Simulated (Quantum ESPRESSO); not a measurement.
# Energy and gap at +3 % biaxial strain: honeycomb SbBi, 1 layer

How the rows were computed: Quantum ESPRESSO 7.5 driven by ASE, PBE, GBRV ultrasoft, ESM (bc1); atomic heights clamped; cell area 15.614 Å² at zero strain.

```tsv
strain (%)	energy (meV a cell)	gap on the mesh (eV)
−3	38.84	0.986
−1.5	8.35	1.020
0	0.00	0.964
+1.5	11.14	0.913
```

One more run was made and is withheld. What are energy and gap at +3 %, and how stiff is the sheet?

By hand: About zero, E'' = (8.35 + 11.14 − 2 × 0.00)/1.5² = 8.66 meV per %² and E' = (11.14 − 8.35)/3 = 0.93 meV per %. With E = A K ε², where K = (C11 + C22)/2 + C12 (C11 + C12 for a hexagonal sheet), K = 8.66 × 10/(2 × 15.614) × 16.02 = 44 N/m. The parabola gives E(+3 %) = 0.00 + 3 × (0.93) + 4.5 × 8.66 = 41.8 meV. Continuing the last slope, the gap is 2 × 0.913 − 0.964 = 0.862 eV.

**Check.** E = 39.8 meV and the gap 0.868 eV. The parabola misses by +2.0 meV, too high, since bonds soften under tension. The gap's line misses by −0.006 eV.

Caveats: Clamped heights stiffen sheets with several planes. Semilocal gap, no spin-orbit coupling.

[Logs are printed without paths, hosts, clocks, repeated set-up lines and the standing remarks that a program may print on its own settings, such as how far it seeks lower states.]
